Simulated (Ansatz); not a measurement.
# How thick a slab does the work function of Sr need?

Slabs of Sr from 1 to 13 layers are run on 3 faces. From which thickness on does the work function stay within 0.05 eV of the thickest slab's, and does that depend on the face?

How it was computed: Ansatz 0.2.0, plane waves with PAW datasets (its set soft_2), PBE; symmetric slabs at bulk places and the tabulated experimental lattice constant, 18 Å of vacuum, one k-mesh a face (spacing 0.16 Å⁻¹, 2π included), Fermi-Dirac smearing of 0.1 eV.

What came out:

| layers | Sr(100) (eV) | Sr(110) (eV) | Sr(111) (eV) |
| --- | --- | --- | --- |
| 1 | 2.510 | 2.464 | 2.600 |
| 2 | 2.507 | 2.613 | 2.668 |
| 3 | 2.550 | 2.587 | 2.702 |
| 4 | 2.554 | 2.562 | 2.707 |
| 5 | 2.555 | 2.604 | 2.708 |
| 6 | 2.553 | 2.595 | 2.708 |
| 7 | 2.551 | 2.586 | 2.708 |
| 8 | 2.549 | 2.596 | 2.708 |
| 10 | 2.550 | 2.592 | 2.707 |
| 13 | 2.550 | 2.593 | 2.707 |

What this shows: Within 0.05 eV of the 13-layer value: Sr(100) from 1 layer on, Sr(110) from 2 layers on and Sr(111) from 2 layers on. In length between the outer atoms these thicknesses are 0.0 Å, 2.1 Å and 3.5 Å. From four layers on the values span 0.001 to 0.042 eV, most on Sr(110). Thirteen layers cost about 7 to 11 times the CPU time of four.

**Limits.** The 13-layer slab is the reference and is itself not proved converged. Thicknesses missing from the table have no sound run at this vacuum, and where values alternate they could fall outside the band. The smearing damps swings with thickness. The slabs are unrelaxed and unreconstructed, and the CPU ratio is rough.
